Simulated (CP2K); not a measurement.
Two runs for the C K edge of 2-isocyanoimidazole. Run A: CP2K XAS_TDP, all-electron GAPW, PBEh(45%), aug-cc-pVDZ, TDA, no relativity. Run B differs in one setting.

First lines with a strength over 0.0015. A:

```tsv
atom	energy (eV)	states	strength, one atom
C1 (bonded to N)	281.52	1	0.0668
	281.55	1	0.0739
	287.61	1	0.0053
	287.90	1	0.0026
	288.25	1	0.0015
C3 (bonded to 3 N)	284.04	1	0.0490
	286.96	1	0.0062
	287.48	1	0.0028
	287.98	1	0.0026
	288.38	1	0.0153
C5 (bonded to C, N and H)	282.64	1	0.0554
	285.03	1	0.0070
	285.55	1	0.0038
	286.03	1	0.0037
	286.11	1	0.0016
C6 (bonded to C, N and H)	282.55	1	0.0505
	284.98	1	0.0118
	285.24	1	0.0034
	285.89	1	0.0048
	286.48	1	0.0016
```

B:

```tsv
atom	energy (eV)	states	strength, one atom
C1 (bonded to N)	281.80	1	0.0668
	281.83	1	0.0739
	287.89	1	0.0053
	288.18	1	0.0026
	288.54	1	0.0015
C3 (bonded to 3 N)	284.34	1	0.0489
	287.26	1	0.0062
	287.77	1	0.0028
	288.28	1	0.0026
	288.69	1	0.0153
C5 (bonded to C, N and H)	282.93	1	0.0554
	285.32	1	0.0070
	285.84	1	0.0039
	286.31	1	0.0036
	286.39	1	0.0017
C6 (bonded to C, N and H)	282.84	1	0.0505
	285.27	1	0.0118
	285.52	1	0.0034
	286.19	1	0.0047
	286.77	1	0.0016
```

Q: Which was it: scalar relativity switched on, the basis, GW2X switched on, the functional?

Scalar relativity switched on. Relativity shifts all lines of an element by nearly the same amount and keeps their strengths. Against PBEh(45%) in aug-cc-pVDZ, the leading lines move by +0.28 eV (C1, to 281.80), +0.30 eV (C3, to 284.34), +0.29 eV (C5, to 282.93) and +0.29 eV (C6, to 282.84).

[Banner, clock and machine lines of the logs are left out without a mark of their own.]

[Logs are printed without paths, hosts, clocks, repeated set-up lines and the standing remarks that a program may print on its own settings, such as how far it seeks lower states.]

[Hosts, paths, dates, database ids (printed as entryN), source tags and the programs' standing remarks are cut or masked in the printed files.]
